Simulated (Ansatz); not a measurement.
# From PBEsol to G0W0: MoS2/WSSe (van der Waals superlattice) (P3m1), part 2 of 3

How far does one-shot GW move the PBEsol gap of MoS2/WSSe (van der Waals superlattice) (P3m1)?

Ansatz 0.2.0; PBEsol, then G0W0 on it, plane waves, PAW. Known limits of the many-body steps: finite bands, screening cutoff and k mesh; no spin-orbit coupling in G0W0.

So far. Step 2 (Relaxing the structure): The program's warnings for this run: band table not solved further. The relaxed cell has a = 3.143, c = 13.146 Å (conventional setting).

The structure was built from a prototype and need not be the compound's stable phase.

## (3) Bands along the symmetry lines

Levels along a band path and on the mesh show where this functional puts the band edges.

This step: DFT, PBEsol, plane waves, PAW; PAW set soft_1.

input.yaml

```yaml
crystal:
  lattice:
    - [3.1427838334, 0.0, 0.0]
    - [-1.5713919167, 2.7217306383, 0.0]
    - [0.0, 0.0, 13.1456958318]
  atoms:
    - { symbol: Mo, position: [0.3333333333, 0.6666666667, 0.245649878] }
    - { symbol: S, position: [0.6666666667, 0.3333333333, 0.3635909853] }
    - { symbol: S, position: [0.6666666667, 0.3333333333, 0.1275944387] }
    - { symbol: W, position: [0.3333333333, 0.6666666667, 0.7548780888] }
    - { symbol: S, position: [0.6666666667, 0.3333333333, 0.8728038352] }
    - { symbol: Se, position: [0.6666666667, 0.3333333333, 0.6235115051] }
kpoints:
  mp_grid: { grid: [12, 12, 2] }
  band_path:
    path:
      - [[0.0, 0.0, 0.0], [0.5, 0.0, 0.0], [0.33333333, 0.33333333, 0.0], [0.0, 0.0, 0.0], [0.0, 0.0, 0.5], [0.5, 0.0, 0.5], [0.33333333, 0.33333333, 0.5], [0.0, 0.0, 0.5]]
      - [[0.5, 0.0, 0.5], [0.5, 0.0, 0.0]]
      - [[0.33333333, 0.33333333, 0.5], [0.33333333, 0.33333333, 0.0]]
    npoints: 10
hamiltonian:
  xc: pbesol
  pseudopotentials: { kind: paw, azcp: { folder: soft_1 }, xc_functional: pbe }
scf:
  occupations: { method: fermi_dirac, width: 0.02 }
  n_extra_bands: 6
output:
  eigenvalues: true
  forces: true
  stress: true
  write_density: true
  write_potential: true
  elf: true
  volumetric_format: npy
```

The run is started by

```bash
$ ansatz run input.yaml --threads 2 --pin off --max-ram 92160MiB --backend cuda --events-out ev --progress --plain --runs-dir out --devices 1 --max-vram 13GiB
```

Numbers of over 12 decimals in the logs are rounded to 6 here.

What it wrote:

```text
[...]
GPUs: using 1 of 1 available (devices: 1).
[...]
GPU FFT provider: cuFFT
GPU libraries: cuBLAS 13.8.2, cuFFT 12.4.0, cuSOLVER 12.3.4
Crystal: 6 atoms, lattice volume = 112.446 Å³
Basis set: ecut = 420 eV, 2179 PW (Γ), exchange–correlation on 48×48×180 points (8 copies of the dense FFT grid, shifted against one another)
Bands: 37, of which v1, the nominal top of the filled ones, is band 31 counted from 1 (30 counted from 0)
Symmetry: 6 space group operations
[...]
k-points: 38 of 288 (time reversal used)
[...]
GPU buffer pool allocated for 51840 grid points (all kernels)
[...]
SCF iter   1: F=—  HF=-23240.524126 eV  |F-HF|=—  |Δ(HF+E_count)|=         —  Δρ=5.06e-2  dr2=6.37e0  ethr=3.10e-3  ⟨swp⟩=8.8  Hψ=6626  notcnv=0
[...]
SCF iter  12: F=-23238.947452 eV  HF=-23238.947452 eV  |F-HF|=2.95e-10  |Δ(HF+E_count)|=   5.70e-9  Δρ=2.31e-6  dr2=1.31e-8  ethr=1.61e-10  ⟨swp⟩=20.6  Hψ=15503  notcnv=0
SCF 1 converged in 12 iterations: F = -23238.947452 eV  dr2 = 1.31e-8
[...]
NSCF: frozen V_eff on 93 k-points
SCF converged after 12 iterations
Free energy (F): -23238.947452 eV
[...]
Internal energy: -23238.947452 eV  (E = F + TS)
E sigma→0 (E₀):  -23238.947452 eV
Fermi energy:    11.513751 eV
[...]
--- Forces (eV/Å), atoms counted from 1 ---
  atom   1  Mo    -0.00000000     0.00000000    -0.00284063
  atom   2  S      0.00000000     0.00000000    -0.02072945
  atom   3  S     -0.00000000     0.00000000     0.01941086
  atom   4  W      0.00000000    -0.00000000    -0.00555469
  atom   5  S      0.00000000     0.00000000    -0.01508976
  atom   6  Se    -0.00000000     0.00000000     0.02475460
  max |Σ_I F_I| component: 4.91e-5 eV/Å
--- Stress (GPa, compression-positive) ---
        3.298810       0.000000      -0.000000
        0.000000       3.298810       0.000000
       -0.000000       0.000000       3.437398
  P = ⅓ Tr σ = 3.3450 GPa (33.450 kbar)
--- Band table (eV; the first three rows and the last of 38) ---
  k-point 0: bands = [... 27 lower, 9.7930, 9.7930, 9.8852, 11.0317, 13.1898, 13.1898, 13.4800, 13.4800, ... 2 higher]
  k-point 1: bands = [... 27 lower, 9.7928, 9.7928, 10.4928, 10.8391, 13.1894, 13.1894, 13.4812, 13.4812, ... 2 higher]
  k-point 2: bands = [... 27 lower, 9.6237, 9.7372, 10.0500, 10.9220, 13.0451, 13.1674, 13.3490, 13.3851, ... 2 higher]
  k-point 37: bands = [... 27 lower, 8.2542, 8.4118, 10.2915, 10.8249, 12.0863, 12.9607, 13.3348, 13.7253, ... 2 higher]
```

The job ended after 13 s (1 × NVIDIA H100 80GB HBM3 (shared by 6 runs) with 2 threads of AMD EPYC 7R13 (Zen 3), shared host; peak memory 1 GiB; 5.8 s of CPU time).

This step gave:

```yaml
pressure: 3.345 GPa
filled_bands: 31
gap: 1.000 eV
valence_top_at: Γ
conduction_bottom_at: k = (0.167, 0.167, 0.000)
least_direct_gap: 1.247 eV
```

Over mesh and path the gap is 1.000 eV, from k = Γ to k = (0.167, 0.167, 0.000). The least direct gap found is 1.247 eV, at k = (0.333, 0.333, 0.000).

Electronic bands along the path, in eV, zero at the top of the highest nominally filled band:

| point | band 28 | band 29 | band 30 | band 31 | band 32 | band 33 | band 34 | band 35 |
| --- | --- | --- | --- | --- | --- | --- | --- | --- |
| Γ | -1.24 | -1.24 | -1.15 | 0.00 | 2.16 | 2.16 | 2.45 | 2.45 |
| halfway | -1.61 | -1.56 | -1.43 | -1.05 | 1.24 | 1.75 | 2.16 | 2.29 |
| M | -1.64 | -1.58 | -0.98 | -0.94 | 1.67 | 2.12 | 2.83 | 2.91 |
| halfway | -2.82 | -2.06 | -1.07 | -0.52 | 1.53 | 2.42 | 2.51 | 2.71 |
| K | -3.36 | -2.28 | -0.74 | -0.19 | 1.05 | 1.93 | 2.09 | 2.87 |
| halfway | -2.05 | -1.55 | -1.25 | -0.84 | 1.00 | 1.69 | 1.97 | 2.03 |
| Γ | -1.24 | -1.24 | -1.15 | 0.00 | 2.16 | 2.16 | 2.45 | 2.45 |
| halfway | -1.24 | -1.24 | -0.81 | -0.07 | 2.16 | 2.16 | 2.45 | 2.45 |
| A | -1.24 | -1.24 | -0.54 | -0.19 | 2.16 | 2.16 | 2.45 | 2.45 |
| halfway | -2.04 | -1.56 | -1.34 | -1.04 | 1.50 | 1.72 | 1.75 | 2.53 |
| L | -1.64 | -1.28 | -1.08 | -0.94 | 1.67 | 2.16 | 2.77 | 2.91 |
| halfway | -2.50 | -2.43 | -1.02 | -0.53 | 1.54 | 2.46 | 2.49 | 2.80 |
| H | -2.78 | -2.62 | -0.74 | -0.21 | 1.05 | 1.93 | 2.30 | 2.69 |
| halfway | -1.86 | -1.68 | -1.36 | -0.85 | 1.25 | 1.46 | 1.87 | 2.19 |
| A | -1.24 | -1.24 | -0.54 | -0.19 | 2.16 | 2.16 | 2.45 | 2.45 |
| jump to L | -1.64 | -1.28 | -1.08 | -0.94 | 1.67 | 2.16 | 2.77 | 2.91 |
| halfway | -1.64 | -1.42 | -1.02 | -0.94 | 1.67 | 2.14 | 2.80 | 2.91 |
| M | -1.64 | -1.58 | -0.98 | -0.94 | 1.67 | 2.12 | 2.83 | 2.91 |
| jump to H | -2.78 | -2.62 | -0.74 | -0.21 | 1.05 | 1.93 | 2.30 | 2.69 |
| halfway | -3.10 | -2.39 | -0.74 | -0.20 | 1.05 | 1.93 | 2.18 | 2.86 |
| K | -3.36 | -2.28 | -0.74 | -0.19 | 1.05 | 1.93 | 2.09 | 2.87 |

Electrostatic potential energy in the ca plane at fractional y = 0.333, with atoms of S and Se within 0.2 Å of it. With pseudopotentials it is smooth inside the atoms' cores, unlike the true potential.

Ten even steps from '0' (-31 eV) to '9' (16 eV), each cell a mean:
```
9987446888876457999997555788887545899
9972002688851003899975786588885000489
9960110689840202799975998578983020389
9972002788861004899985685588885100589
9997557877876568999997556787777656899
9999988765688899999999888875568889999
9999998754578999999999999864467999999
9999888766788889999999888876678889999
```
Columns run along c (13.1 Å; values clipped at the 3rd and 97th percentile), rows up along a (3.1 Å). Atoms in or near the plane, at fractional coordinates: S at (0.36, 0.67), S at (0.13, 0.67), S at (0.87, 0.67), Se at (0.62, 0.67).

ELF in the ca plane at fractional y = 0.333, with atoms of S and Se within 0.2 Å of it. It is the smooth field of the valence electrons, not physical close to the nuclei.

Values, 5 rows by 16 columns, each cell a mean:
```
0.35 0.82 0.71 0.42 0.36 0.71 0.80 0.44 0.45 0.76 0.66 0.44 0.31 0.71 0.77 0.56
0.46 0.69 0.26 0.49 0.44 0.32 0.60 0.56 0.55 0.61 0.33 0.46 0.37 0.41 0.46 0.69
0.36 0.81 0.69 0.42 0.36 0.69 0.79 0.44 0.45 0.76 0.64 0.44 0.32 0.70 0.76 0.56
0.08 0.36 0.41 0.25 0.26 0.39 0.38 0.11 0.13 0.40 0.44 0.26 0.28 0.37 0.40 0.15
0.07 0.34 0.40 0.24 0.25 0.38 0.36 0.09 0.12 0.38 0.43 0.24 0.27 0.36 0.39 0.13
```
Columns run along c (13.1 Å), rows up along a (3.1 Å). Atoms in or near the plane, at fractional coordinates: S at (0.36, 0.67), S at (0.13, 0.67), S at (0.87, 0.67), Se at (0.62, 0.67).

## (4) The quasiparticle correction

G0W0 replaces the xc potential by a self-energy built once from the orbitals of the start. Levels are corrected in the window of bands that the input names, at points of the mesh.

This step: G0W0 on PBEsol, plane waves, PAW; PAW set soft_1.

input.yaml, the sections that differ from step 3:

```yaml
kpoints:
  mp_grid: { grid: [9, 9, 2] }
scf:
  occupations: { method: fixed }
gw:
  n_empty_bands: 469
  ecut_chi: 150.0
  qp_bands: [v2, c2]
  qp_kpoints: band_edges
  screening: { model: contour_deformation }
# crystal, hamiltonian: as in step 3
# output: removed
```

What it wrote:

```text
GPUs: using 1 of 1 available (devices: 1).
[...]
GPU FFT provider: cuFFT
GPU libraries: cuBLAS 13.8.2, cuFFT 12.4.0, cuSOLVER 12.3.4
Crystal: 6 atoms, lattice volume = 112.446 Å³
Basis set: ecut = 420 eV, 2179 PW (Γ)
Bands: 38, of which v1, the nominal top of the filled ones, is band 31 counted from 1 (30 counted from 0)
Symmetry: 6 space group operations
[...]
k-points: 24 of 162 (time reversal used)
[...]
GPU buffer pool allocated for 51840 grid points (all kernels)
[...]
SCF iter   1: F=—  HF=-23240.523425 eV  |F-HF|=—  |Δ(HF+E_count)|=         —  Δρ=5.05e-2  dr2=6.35e0  ethr=3.10e-3  ⟨swp⟩=5.0  Hψ=3610  notcnv=0  defer=112
[...]
SCF iter  12: F=-23238.947285 eV  HF=-23238.947285 eV  |F-HF|=1.39e-9  |Δ(HF+E_count)|=   6.13e-9  Δρ=2.49e-6  dr2=1.21e-8  ethr=1.61e-10  ⟨swp⟩=2.0  Hψ=1706  notcnv=0
SCF 1 converged in 12 iterations: F = -23238.947285 eV  dr2 = 1.21e-8
[...]
NSCF: frozen V_eff on 24 k-points, pencils in batches of 32, up to order 152
the band table was solved once the SCF had ended and its energy, with any forces and stress, was formed, with the checks that follow a solve (3646 applications of the Hamiltonian). They found nothing against the state; the energy, forces and stress were not computed again (output.eigenvalues in the input reference)
[...]
G₀W₀ screening: q 1/24
[... further progress lines ...]
[...]
SCF converged after 12 iterations
Free energy (F): -23238.947285 eV
[...]
Internal energy: -23238.947285 eV  (E = F + TS)
E sigma→0 (E₀):  -23238.947285 eV
Fermi energy:    11.031655 eV
[...]
--- Band table (eV; the first three rows and the last of 24) ---
  k-point 0: bands = [... 27 lower, 9.7930, 9.7930, 9.8852, 11.0317, 13.1898, 13.1898, 13.4801, 13.4801, ... 3 higher]
  k-point 1: bands = [... 27 lower, 9.7928, 9.7928, 10.4928, 10.8391, 13.1894, 13.1894, 13.4812, 13.4812, ... 3 higher]
  k-point 2: bands = [... 27 lower, 9.5188, 9.7422, 10.0740, 10.8275, 12.9565, 12.9968, 13.2657, 13.5114, ... 3 higher]
  k-point 23: bands = [... 27 lower, 8.2542, 8.4118, 10.2916, 10.8250, 12.0862, 12.9607, 13.3348, 13.7253, ... 3 higher]
--- G₀W₀: contour deformation, 7 samples at zero and on the imaginary axis and 2 off it, 162 q-points, 469 empty bands' worth ---
  eigenvalues of the whole cell's RPA ε∞ on this k-mesh (on a slab, of 1 + 4πα/V) = 5.3078, 13.5295, 13.5295; static W/v taken at q = 0 is 0.092812
  gw.qp_kpoints: band_edges: 19 of 24 stored k-points solved, in 1 pass; an edge of the gap read off the rows below is read off those points alone
    valence top: of the k-points left out ik 16 came nearest to being solved in a further pass, in band 31 (counted from 1, as in the quasiparticle table): it holds the edge there only if its correction is more favourable than any solved in that band by at least 0.601 eV; those differ by 0.291 eV
    conduction bottom: of the k-points left out ik 15 came nearest to being solved in a further pass, in band 32 (counted from 1, as in the quasiparticle table): it holds the edge there only if its correction is more favourable than any solved in that band by at least 0.458 eV; those differ by 0.289 eV
    ik  band        ε_KS         Σx   Σc(E_QP)       V_xc       Z   E_QP_lin       E_QP  E_QP is
     0    30      9.8852   -18.1555     1.0938   -16.8636  0.7406     9.6864     9.6871  root
     0    31     11.0317   -19.4311     0.5367   -18.7343  0.7491    10.8714    10.8716  root
     0    32     13.1898   -13.6554    -4.3968   -18.4178  0.7423    13.5578    13.5553  root
     0    33     13.1898   -13.6554    -4.3968   -18.4178  0.7423    13.5578    13.5553  root
     1    30     10.4928   -19.0964     0.7462   -18.2037  0.7452    10.3460    10.3462  root
     1    31     10.8391   -18.9956     0.7853   -17.9765  0.7518    10.6047    10.6053  root
     1    32     13.1894   -13.6538    -4.3971   -18.4162  0.7422    13.5572    13.5547  root
     1    33     13.1894   -13.6538    -4.3971   -18.4162  0.7422    13.5572    13.5547  root
     2    30     10.0740   -18.8519     1.4228   -17.0710  0.7534     9.7139     9.7159  root
     2    31     10.8275   -19.4296     0.6923   -18.5578  0.7495    10.6477    10.6480  root
     2    32     12.9565   -13.5161    -4.2614   -18.0799  0.7413    13.2607    13.2589  root
     2    33     12.9968   -13.7011    -4.4029   -18.4868  0.7458    13.3823    13.3796  root
     3    30     10.4122   -19.2929     0.8472   -18.2768  0.7467    10.2429    10.2433  root
     3    31     10.7433   -19.1523     0.8928   -18.0128  0.7520    10.4958    10.4965  root
     3    32     12.9624   -13.7008    -4.4055   -18.5006  0.7485    13.3594    13.3567  root
     3    33     13.0290   -13.6164    -4.2921   -18.2021  0.7350    13.3245    13.3226  root
     4    30      9.7405   -18.8408     1.5971   -16.8730  0.7487     9.3675     9.3698  root
     4    31     10.1661   -19.1883     1.1137   -17.8442  0.7477     9.9348     9.9357  root
     4    32     12.2996   -12.9084    -3.9928   -17.1807  0.7557    12.5802    12.5791  root
     4    33     12.8642   -14.3839    -4.2610   -18.9877  0.7329    13.2094    13.2070  root
     5    30      9.8632   -19.3066     1.1152   -18.0241  0.7416     9.6954     9.6958  root
     5    31     10.1704   -19.1356     1.1437   -17.7416  0.7492     9.9191     9.9201  root
     5    32     12.5479   -13.5308    -4.1793   -18.0342  0.7446    12.8738    12.8720  root
     5    33     12.7460   -13.2569    -4.1285   -17.6847  0.7603    13.0467    13.0453  root
     6    30      9.6479   -18.8718     1.3890   -17.2374  0.7431     9.4012     9.4025  root
     6    31      9.8095   -19.3203     1.5560   -17.3728  0.7588     9.4153     9.4179  root
     6    32     12.5118   -13.4998    -4.2776   -18.1293  0.7470    12.8659    12.8637  root
     6    33     12.6422   -15.3601    -4.4189   -20.2293  0.7317    13.0964    13.0924  root
     8    30      9.9444   -18.4222     1.3014   -16.8269  0.7544     9.6492     9.6506  root
     8    31     10.0654   -18.7744     1.5635   -16.7600  0.7637     9.6112     9.6144  root
     8    32     12.6815   -16.4796    -4.7120   -21.7454  0.7255    13.2419    13.2351  root
     8    33     13.0477   -14.6726    -4.8127   -19.9248  0.7236    13.4927    13.4871  root
    10    30     10.0680   -19.0945     1.4353   -17.2934  0.7550     9.7003     9.7022  root
    10    31     10.4475   -19.3101     1.0798   -17.9734  0.7507    10.1896    10.1905  root
    10    32     12.3891   -13.0202    -3.9586   -17.2439  0.7539    12.6552    12.6541  root
    10    33     12.8550   -13.8630    -4.5341   -18.8532  0.7519    13.3147    13.3112  root
    11    30     10.1167   -19.3869     1.0910   -18.0808  0.7477     9.9010     9.9016  root
    11    31     10.4513   -19.3005     1.0779   -17.9610  0.7514    10.1888    10.1897  root
    11    32     12.5803   -13.5313    -4.1128   -17.9501  0.7445    12.8879    12.8863  root
    11    33     12.7007   -13.5012    -4.2480   -18.1126  0.7570    13.0662    13.0641  root
[...]
21    30      9.9960   -19.1906     0.6616   -18.4932  0.7406     9.9602     9.9602  root
    21    31     10.5060   -18.5354     0.7037   -17.6201  0.7586    10.2938    10.2943  root
    21    32     12.4645   -15.9732    -4.2525   -20.6855  0.7309    12.9283    12.9243  root
    21    33     13.2301   -14.6283    -4.2288   -19.1699  0.7528    13.5446    13.5429  root
    22    30     10.2881   -19.1673     0.3436   -18.8300  0.7426    10.2944    10.2944  root
    22    31     10.8394   -18.6048     0.4165   -18.0117  0.7605    10.6624    10.6627  root
    22    32     12.0859   -16.1415    -3.9829   -20.5955  0.7372    12.5604    12.5570  root
    22    33     12.9608   -15.7831    -4.0492   -20.1625  0.7557    13.2926    13.2909  root
    23    30     10.2916   -19.1929     0.3362   -18.8664  0.7424    10.3013    10.3013  root
    23    31     10.8250   -18.5125     0.4186   -17.9137  0.7608    10.6445    10.6448  root
    23    32     12.0862   -16.1414    -3.9826   -20.5950  0.7372    12.5607    12.5573  root
    23    33     12.9607   -15.7806    -4.0491   -20.1597  0.7557    13.2924    13.2908  root
```

It took 1.9 min on 1 × NVIDIA H100 80GB HBM3 (shared by 6 runs) with 2 threads; peak memory 2.7 GiB; 3.1 min of CPU time.

Numbers from this step:

* bands summed: 500
* RPA ε∞ on this mesh (eigenvalues): 5.308, 13.53, 13.53
* plane waves in the screening matrix: 489
* q-points in the mesh: 162
* G0W0 gap over the corrected points: 1.530 eV
* k of the valence top: 0, 0, 0
* k of the conduction bottom: 0.1111, 0.2222, 0
* starting gap on the mesh: 1.054 eV
* Z at the valence top: 0.7491
* Z at the conduction bottom: 0.7570
* least direct G0W0 gap over the corrected points: 1.894 eV

Over 19 of 24 irreducible mesh points the G0W0 gap is 1.530 eV, from k = Γ to k = (0.111, 0.222, 0.000). The PBEsol gap of this run on the mesh is 1.054 eV. Other states bound it: the two that bound the G0W0 gap lie 1.076 eV apart in PBEsol, so state for state the correction is 1.530 − 1.076 = +0.454 eV, while gap against gap it is 1.530 − 1.054 = +0.476 eV. The start of this run differs from the step before in mesh (12×12×2 and 9×9×2).

Labels follow the order of the start: v1 is the top filled band, c1 the lowest empty one; levels that stay degenerate share a row, the window can cut a multiplet, doubted levels are not marked in this list, bands outside the window were not corrected, and the list may be a part of the corrected levels. The levels before and after the correction (eV, zero at the valence-band top of each column):

|  | conduction bottom | valence top |
| --- | --- | --- |
| Kohn-Sham | 1.05 | 0.00 |
| G0W0 | 1.53 | 0.00 |

|  | level | occupation | energy (eV) |
| --- | --- | --- | --- |
| Kohn-Sham | Γ v2 | 2 | -1.146 |
| Kohn-Sham | Γ v1 | 2 | 0.000 |
| Kohn-Sham | Γ c1-c2 | 0 | 2.158 |
| Kohn-Sham | (0.111 0.222 0) v2 | 2 | -1.362 |
| Kohn-Sham | (0.111 0.222 0) v1 | 2 | -0.903 |
| Kohn-Sham | (0.111 0.222 0) c1 | 0 | 1.076 |
| Kohn-Sham | (0.111 0.222 0) c2 | 0 | 1.708 |
| G0W0 | Γ v2 | 2 | -1.185 |
| G0W0 | Γ v1 | 2 | 0.000 |
| G0W0 | Γ c1-c2 | 0 | 2.684 |
| G0W0 | (0.111 0.222 0) v2 | 2 | -1.613 |
| G0W0 | (0.111 0.222 0) v1 | 2 | -1.034 |
| G0W0 | (0.111 0.222 0) c1 | 0 | 1.530 |
| G0W0 | (0.111 0.222 0) c2 | 0 | 2.264 |

The parts of the quasiparticle energy for the two states that bound the G0W0 gap, in eV on the run's own scale (QP = start + Σx + Σc − Vxc, with Σc at the quasiparticle energy):

| edge | k | band | start | Σx | Σc | Vxc | Z | QP |
| --- | --- | --- | --- | --- | --- | --- | --- | --- |
| valence top | Γ | 31 | 11.032 | −19.431 | 0.537 | −18.734 | 0.749 | 10.872 |
| conduction bottom | (0.111, 0.222, 0.000) | 32 | 12.107 | −13.053 | −3.901 | −17.248 | 0.757 | 12.402 |

[end of part 2 of 3]

[Paths, hosts, dates, memory and timing lines, banners, echoed tables and standing remarks are left out of the program output.]

[Logs are printed without paths, hosts, clocks, repeated set-up lines and the standing remarks that a program may print on its own settings, such as how far it seeks lower states.]

[Runs of the session that timed out or met a known fault of the program may be left out.]

[Cells called generated may have been cut or substituted from an entry of the Crystallography Open Database or the Materials Project.]

[Hosts, paths, dates, database ids (printed as entryN), source tags and the programs' standing remarks are cut or masked in the printed files.]

[Where an RPA ε∞ is given, it is that of the G0W0 mesh and is not shown converged in it. Names of k-points follow the symmetry that the program found, which can be lower than the space group named. Band edges on a path are those of the sampled points; other points can move an edge, and change direct to indirect where valleys lie close.]

[Hybrid gaps are those of their k-mesh and are not shown converged in it.]
